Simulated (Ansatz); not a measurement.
# Ta2C monolayer: the cell at rest

Task: relax Ta2C monolayer tightly.

Program: Ansatz 0.2.0. Level of theory: DFT PBEsol, scalar-relativistic, plane waves, PAW. Results are calculated unless marked as measured.

## (1) The structure

The cell holds 3 atoms: 1 C and 2 Ta. Cell: a = 3.100 Å, b = 3.100 Å, c = 20.000 Å, α = 90.0°, β = 90.0°, γ = 120.0°. Vacuum lies along c.

## (2) Probe on a coarse mesh

First a cheap look: the gap decides the mesh and the occupations, the pressure tells how far the cell has to move.

The program solves this slab on a cell height of its own, 28.6 Å, in place of the one typed.

The input, input.yaml:

```yaml
crystal:
  lattice:
    - [3.1, 0.0, 0.0]
    - [-1.55, 2.68468, 0.0]
    - [0.0, 0.0, 20.0]
  atoms:
    - { symbol: C, position: [0.0, 0.0, 0.5] }
    - { symbol: Ta, position: [0.333333, 0.666667, 0.56] }
    - { symbol: Ta, position: [0.666667, 0.333333, 0.44] }
  periodic: [true, true, false]
kpoints:
  mp_grid: { grid: [6, 6, 1] }
hamiltonian:
  xc: pbesol
scf:
  occupations: { method: gaussian, width: 0.1 }
output:
  forces: true
  stress: true
  eigenvalues: true
```

On the command line:

```
$ ansatz run input.yaml --threads 8 --pin off --max-ram 14336MiB --backend cpu --events-out ev --progress --plain --runs-dir out
```

Numbers of over 12 decimals in the logs are rounded to 6 here.

The log of the run:

```text
[...]
--- Band table (eV; the first three rows and the last of 7) ---
  k-point 0: bands = [... 11 lower, -8.9234, -6.3613, -5.5512, -5.2610, -4.8086, -4.8086, -2.9320, -2.9320]
  k-point 1: bands = [... 11 lower, -8.8208, -6.2413, -6.0642, -5.5078, -4.6051, -4.2057, -3.3985, -2.9562]
  k-point 2: bands = [... 11 lower, -8.8373, -7.5001, -5.8211, -5.3027, -3.2961, -2.8486, -2.7998, -1.5723]
  k-point 6: bands = [... 11 lower, -8.8616, -5.7034, -5.5772, -5.5772, -4.1178, -2.3251, -2.3251, -1.2016]
[key lines of the parts left out:]
SCF converged after 7 iterations
Free energy (F): -19858.572569 eV
Fermi energy:    -4.750222 eV
P = ½ c Tr σ = -4.3944 N/m
```

The job ended after 1 s (8 threads of Arm Neoverse V2, shared host; peak memory 0.51 GiB; 3.2 s of CPU time).

This step gave:

```
gap on the k-mesh : 0 eV
area per atom     : 2.774 Å²
```

The coarse mesh shows no gap.

## (3) Bringing the structure to rest

Harmonic phonons are second derivatives at a point where the forces vanish, and they are wanted at zero stress, so atoms and cell are relaxed first.

The program solves this slab on a cell height of its own, 28.6 Å, in place of the one typed.

input.yaml, the sections that differ from step 2:

```yaml
kpoints:
  mp_grid: { grid: [15, 15, 1] }
output:
  forces: true
  stress: true
  eigenvalues: true
  write_density: true
  write_potential: true
  elf: true
  volumetric_format: npy
relax:
  adjacent_minimum: "off"
  f_tol: 0.005
  max_steps: 80
  cell: { stress_2d_tol: 0.02 }
# crystal, hamiltonian, scf: as in step 2
```

The log of the run:

```text
[...]
Crystal: 3 atoms, lattice volume = 238.024 Å³
Basis set: ecut = 420 eV, 4631 PW (Γ), exchange–correlation on 48×48×384 points (8 copies of the dense FFT grid, shifted against one another)
Bands: 19, of which v1, the nominal top of the filled ones, is band 15 counted from 1 (14 counted from 0)
Symmetry: 12 space group operations
[...]
k-points: 27 of 225
[...]
SCF iter   1: F=—  HF=-19858.597110 eV  |F-HF|=—  |Δ(HF+E_count)|=         —  Δρ=4.78e-3  dr2=5.30e-2  ethr=1.77e-3  ⟨swp⟩=11.3  Hψ=4048  notcnv=0
[...]
SCF iter   7: F=-19858.586295 eV  HF=-19858.586295 eV  |F-HF|=6.00e-8  |Δ(HF+E_count)|=   1.04e-7  Δρ=3.90e-6  dr2=4.30e-8  ethr=3.33e-10  ⟨swp⟩=20.0  Hψ=6844  notcnv=0
SCF 1 converged in 7 iterations: F = -19858.586295 eV  dr2 = 4.30e-8
[...]
relax step   1: F+E_penalty+E_count = -19858.58629471 eV  Δ(F+E_penalty+E_count) = +0.000e0 eV  max|allowed force component| = 2.672e-1 eV/Å  Δτ_max = 0.0000 Å  P = -4.603 N/m  Ω = 238.024 Å³  fix = [c, alpha, beta]  reactions: c +0.000 N/m  (7 SCF iters, dr2 threshold 1.00e-7 eV, accepted)
Crystal: 3 atoms, lattice volume = 226.121 Å³
Basis set: ecut = 420 eV, 4355 PW (Γ), exchange–correlation on 48×48×384 points (8 copies of the dense FFT grid, shifted against one another)
[...]
iter 1 solved again at ethr=9.06e-5 eV; its pass at ethr=3.10e-3 eV (dr2=2.72e-2 eV) is discarded
[...]
SCF iter   7: F=-19858.594306 eV  HF=-19858.594305 eV  |F-HF|=1.86e-7  |Δ(HF+E_count)|=   5.26e-7  Δρ=3.43e-6  dr2=3.46e-8  ethr=1.00e-9  ⟨swp⟩=23.5  Hψ=6656  notcnv=0
SCF 2 converged in 7 iterations: F = -19858.594306 eV  dr2 = 3.46e-8
relax step   2: F+E_penalty+E_count = -19858.59430557 eV  Δ(F+E_penalty+E_count) = -8.011e-3 eV  max|allowed force component| = 2.456e-1 eV/Å  Δτ_max = 0.0257 Å  P = +3.539 N/m  Ω = 226.121 Å³  energy of the carried Pulay correction = +2.425e-3 eV  fix = [c, alpha, beta]  reactions: c +0.000 N/m  (7 SCF iters, dr2 threshold 3.00e-7 eV, accepted)
Crystal: 3 atoms, lattice volume = 231.941 Å³
Basis set: ecut = 420 eV, 4499 PW (Γ), exchange–correlation on 48×48×384 points (8 copies of the dense FFT grid, shifted against one another)
[...]
SCF iter   6: F=-19858.619161 eV  HF=-19858.619161 eV  |F-HF|=1.66e-7  |Δ(HF+E_count)|=   1.07e-7  Δρ=7.48e-6  dr2=2.73e-7  ethr=1.00e-9  ⟨swp⟩=24.8  Hψ=6934  notcnv=0
SCF 3 converged in 6 iterations: F = -19858.619161 eV  dr2 = 2.73e-7
relax step   3: F+E_penalty+E_count = -19858.61916077 eV  Δ(F+E_penalty+E_count) = -2.486e-2 eV  max|allowed force component| = 2.824e-2 eV/Å  Δτ_max = 0.0210 Å  P = -0.264 N/m  Ω = 231.941 Å³  energy of the carried Pulay correction = +1.224e-3 eV  fix = [c, alpha, beta]  reactions: c -0.000 N/m  (6 SCF iters, dr2 threshold 3.00e-7 eV, accepted)
[...]
relax step   4: F+E_penalty+E_count = -19858.61931139 eV  Δ(F+E_penalty+E_count) = -1.506e-4 eV  max|allowed force component| = 5.956e-3 eV/Å  Δτ_max = 0.0002 Å  P = -0.029 N/m  Ω = 231.665 Å³  energy of the carried Pulay correction = +1.280e-3 eV  fix = [c, alpha, beta]  reactions: c -0.000 N/m  (4 SCF iters, dr2 threshold 1.13e-7 eV, accepted)
[...]
relax step   5: F+E_penalty+E_count = -19858.61931797 eV  Δ(F+E_penalty+E_count) = -6.576e-6 eV  max|allowed force component| = 1.700e-4 eV/Å  Δτ_max = 0.0002 Å  P = -0.001 N/m  Ω = 231.642 Å³  energy of the carried Pulay correction = +1.285e-3 eV  fix = [c, alpha, beta]  reactions: c -0.000 N/m  (5 SCF iters, dr2 threshold 2.22e-9 eV, accepted)
[...]
relax step   6: F+E_penalty+E_count = -19858.61820310 eV  Δ(F+E_penalty+E_count) = +1.115e-3 eV  max|allowed force component| = 2.931e-4 eV/Å  Δτ_max = 0.0000 Å  P = -0.025 N/m  Ω = 231.642 Å³  fix = [c, alpha, beta]  reactions: c -0.000 N/m  stress off target by 2.54e-2 N/m on what of the cell is left free  SCF on the basis re-selected at this cell (its energy is not comparable with the rows above)  (6 SCF iters)
[...]
relax step   7: F+E_penalty+E_count = -19858.61821180 eV  Δ(F+E_penalty+E_count) = -8.695e-6 eV  max|allowed force component| = 6.153e-5 eV/Å  Δτ_max = 0.0001 Å  P = -0.000 N/m  Ω = 231.605 Å³  energy of the carried Pulay correction = +7.622e-6 eV  fix = [c, alpha, beta]  reactions: c -0.000 N/m  (4 SCF iters, dr2 threshold 1.05e-9 eV, accepted)
[...]
SCF iter   1: F=—  HF=-19858.618086 eV  |F-HF|=—  |Δ(HF+E_count)|=         —  Δρ=6.46e-7  dr2=1.11e-9  ethr=1.82e-7  ⟨swp⟩=7.6  Hψ=6859  notcnv=0
eigensolver tolerance schedule: the retry pair's looser diagonalisation over-reported the residual by 49443.52 of it (diagonalisation noise at an unbounded share of the residual, at the tolerance the schedule requests for it); recorded, not acted on — ethr = c·dr2/N_el stays at c = 1.0e-1
[...]
SCF iter   2: F=—  HF=-19858.618211 eV  |F-HF|=—  |Δ(HF+E_count)|=   1.25e-4  Δρ=7.27e-7  dr2=1.20e-9  ethr=3.69e-12  ⟨swp⟩=7.9  Hψ=2576  notcnv=0
[...]
SCF iter   5: F=-19858.618211 eV  HF=-19858.618211 eV  |F-HF|=2.18e-11  |Δ(HF+E_count)|=  5.82e-11  Δρ=1.75e-8  dr2=6.40e-13  ethr=1.00e-12  ⟨swp⟩=15.7  Hψ=4786  notcnv=0
SCF 8 converged in 5 iterations: F = -19858.618211 eV  dr2 = 6.40e-13
relax step   8: F+E_penalty+E_count = -19858.61821091 eV  Δ(F+E_penalty+E_count) = +8.857e-7 eV  max|allowed force component| = 7.677e-5 eV/Å  Δτ_max = 0.0000 Å  P = -0.001 N/m  Ω = 231.605 Å³  fix = [c, alpha, beta]  reactions: c -0.000 N/m  stress off target by 5.13e-4 N/m on what of the cell is left free  SCF on the basis re-selected at this cell (its energy is not comparable with the rows above)  (5 SCF iters)
[...]
SCF converged after 5 iterations
Free energy (F): -19858.618211 eV
[...]
Internal energy: -19858.608040 eV  (E = F + TS)
E sigma→0 (E₀):  -19858.613125 eV
Entropy (-TS):   -0.010171 eV (-3.390 meV/atom)
Fermi energy:    -4.858823 eV
[...]
--- Forces (eV/Å), atoms counted from 1 ---
  atom   1  C      0.00000000    -0.00000000     0.00000000
  atom   2  Ta    -0.00000000    -0.00000000    -0.00007677
  atom   3  Ta     0.00000000     0.00000000     0.00007677
  max |Σ_I F_I| component: 4.63e-17 eV/Å
--- 2D stress c σ (N/m, compression-positive) ---
       -0.000513       0.000000       0.000000
        0.000000      -0.000513       0.000000
        0.000000       0.000000      -0.000000
  P = ½ c Tr σ = -0.0005 N/m
--- Band table (eV; the first three rows and the last of 27) ---
  k-point 0: bands = [... 11 lower, -9.1264, -6.6054, -5.6756, -5.4585, -4.9378, -4.9378, -2.9974, -2.9974]
  k-point 1: bands = [... 11 lower, -9.1021, -6.5336, -5.7932, -5.3355, -5.0930, -4.8248, -3.2392, -3.0768]
  k-point 2: bands = [... 11 lower, -9.0478, -6.4442, -6.0794, -5.5247, -4.9790, -4.5049, -3.4642, -3.1238]
  k-point 26: bands = [... 11 lower, -9.1382, -5.8526, -5.7210, -5.7210, -4.3170, -2.3182, -2.3182, -1.2608]
--- Relaxed structure (6 steps of the walk, 6 accepted, 2 SCFs on fresh bases) ---
  F+E_penalty+E_count = -19858.61821091 eV   max|allowed force component| = 7.677e-5 eV/Å   (the final SCF, on the basis selected at the relaxed cell)
  cell:  # Å, volume = 231.6046 Å³
    - [3.057914, 0.0, 0]
    - [-1.528957, 2.648231, 0]
    - [0, 0, 28.6]
  atoms:
    - { symbol: C, position: [0, 0, 0.349650] }
    - { symbol: Ta, position: [0.333333, 0.666667, 0.391762] }
    - { symbol: Ta, position: [0.666667, 0.333333, 0.307538] }
```

The job ended after 9.9 s (8 threads; peak memory 0.72 GiB; 70 s of CPU time).

The steps of the relaxation:

| step | energy less that of the first step (eV) | largest force component (eV/Å) | volume (Å³) |
| --- | --- | --- | --- |
| 1 | 0.0000 | 0.2672 | 238.02 |
| 2 | -0.0080 | 0.2456 | 226.12 |
| 3 | -0.0329 | 0.0282 | 231.94 |
| 4 | -0.0330 | 0.0060 | 231.67 |
| 5 | -0.0330 | 0.0002 | 231.64 |
| 6* | -0.0319 | 0.0003 | 231.64 |
| 7 | -0.0319 | 0.0001 | 231.60 |
| 8* | -0.0319 | 0.0001 | 231.60 |

Relaxation steps marked * repeat the geometry before them on a plane-wave basis chosen anew for their cell, so energy and pressure can jump there.

The run keeps the 12 symmetry operations that it works with, so distortions that break them were not tested.

| cell as run | before | after | change |
| --- | --- | --- | --- |
| a (Å) | 3.100 | 3.058 | -1.4 % |
| b (Å) | 3.100 | 3.058 | -1.4 % |

Final coordinates:

```xyz
3
Lattice="3.0579 0.0000 0.0000 -1.5290 2.6482 0.0000 0.0000 0.0000 28.6000" Properties=species:S:1:pos:R:3
C     0.0000    0.0000   10.0000
Ta    0.0000    1.7655   11.2044
Ta    1.5290    0.8827    8.7956
```

This step gave:

- area per atom: 2.699 Å²

Electrostatic potential energy in the ac plane at fractional y = 0.333, with atoms of Ta within 0.2 Å of it. With pseudopotentials it is smooth inside the atoms' cores, unlike the true potential.

Ten even steps from '0' (-27 eV) to '9' (0 eV), each cell a mean:
```
9999999999999999
9999999999999999
9999999999999999
9999999999999999
9999999999999999
9999999999999999
9999999999999999
9999999999999999
9999999999999999
9999999999999999
9999999999999999
9999999999999999
9999999999999999
8777788899999998
4211135678888775
6666666655545566
3677751000000000
8899887654444457
9999999999999999
9999999999999999
9999999999999999
9999999999999999
9999999999999999
9999999999999999
```
Columns run along a (3.1 Å; values clipped at the 3rd and 97th percentile), rows up along c (28.6 Å). Atoms in or near the plane, at fractional coordinates: Ta at (0.67, 0.31).

ELF in the ac plane at fractional y = 0.333, with atoms of Ta within 0.2 Å of it. It is the smooth field of the valence electrons, not physical close to the nuclei.

Values, 24 rows by 16 columns, each cell a mean:
```
0.00 0.00 0.00 0.00 0.00 0.00 0.00 0.00 0.00 0.00 0.00 0.00 0.00 0.00 0.00 0.00
0.00 0.00 0.00 0.00 0.00 0.00 0.00 0.00 0.00 0.00 0.00 0.00 0.00 0.00 0.00 0.00
0.00 0.00 0.00 0.00 0.00 0.00 0.00 0.00 0.00 0.00 0.00 0.00 0.00 0.00 0.00 0.00
0.00 0.00 0.00 0.00 0.00 0.00 0.00 0.00 0.00 0.00 0.00 0.00 0.00 0.00 0.00 0.00
0.00 0.00 0.00 0.00 0.00 0.00 0.00 0.00 0.00 0.00 0.00 0.00 0.00 0.00 0.00 0.00
0.00 0.00 0.00 0.00 0.00 0.00 0.00 0.00 0.00 0.00 0.00 0.00 0.00 0.00 0.00 0.00
0.00 0.00 0.00 0.00 0.00 0.00 0.00 0.00 0.00 0.00 0.00 0.00 0.00 0.00 0.00 0.00
0.00 0.00 0.00 0.00 0.00 0.00 0.00 0.00 0.00 0.00 0.00 0.00 0.00 0.00 0.00 0.00
0.00 0.00 0.00 0.00 0.00 0.00 0.00 0.00 0.00 0.00 0.00 0.00 0.00 0.00 0.00 0.00
0.00 0.00 0.00 0.00 0.00 0.00 0.00 0.00 0.00 0.00 0.00 0.00 0.00 0.00 0.00 0.00
0.00 0.00 0.00 0.00 0.00 0.00 0.00 0.00 0.00 0.00 0.00 0.00 0.00 0.00 0.00 0.00
0.01 0.01 0.01 0.01 0.01 0.01 0.02 0.02 0.02 0.02 0.03 0.03 0.02 0.02 0.02 0.02
0.15 0.13 0.11 0.11 0.12 0.14 0.18 0.22 0.27 0.31 0.33 0.33 0.32 0.28 0.24 0.19
0.28 0.21 0.18 0.18 0.20 0.25 0.34 0.46 0.59 0.68 0.73 0.74 0.71 0.63 0.51 0.38
0.21 0.27 0.32 0.33 0.30 0.25 0.22 0.24 0.33 0.44 0.52 0.54 0.48 0.38 0.26 0.20
0.45 0.52 0.56 0.57 0.54 0.47 0.38 0.31 0.29 0.30 0.31 0.31 0.31 0.30 0.31 0.36
0.21 0.25 0.36 0.38 0.29 0.20 0.32 0.57 0.69 0.59 0.41 0.38 0.53 0.68 0.63 0.40
0.27 0.41 0.53 0.55 0.46 0.32 0.20 0.18 0.21 0.25 0.27 0.28 0.26 0.22 0.18 0.18
0.17 0.22 0.25 0.26 0.23 0.18 0.13 0.08 0.05 0.04 0.03 0.03 0.03 0.05 0.07 0.11
0.02 0.02 0.02 0.02 0.02 0.02 0.01 0.01 0.01 0.01 0.01 0.01 0.01 0.01 0.01 0.01
0.00 0.00 0.00 0.00 0.00 0.00 0.00 0.00 0.00 0.00 0.00 0.00 0.00 0.00 0.00 0.00
0.00 0.00 0.00 0.00 0.00 0.00 0.00 0.00 0.00 0.00 0.00 0.00 0.00 0.00 0.00 0.00
0.00 0.00 0.00 0.00 0.00 0.00 0.00 0.00 0.00 0.00 0.00 0.00 0.00 0.00 0.00 0.00
0.00 0.00 0.00 0.00 0.00 0.00 0.00 0.00 0.00 0.00 0.00 0.00 0.00 0.00 0.00 0.00
```
Columns run along a (3.1 Å), rows up along c (28.6 Å). Atoms in or near the plane, at fractional coordinates: Ta at (0.67, 0.31).

(Continued in part 2 of 2.)

[Logs are printed without paths, hosts, clocks, repeated set-up lines and the standing remarks that a program may print on its own settings, such as how far it seeks lower states.]

[Hosts, paths, dates, database ids (printed as entryN), source tags and the programs' standing remarks are cut or masked in the printed files.]
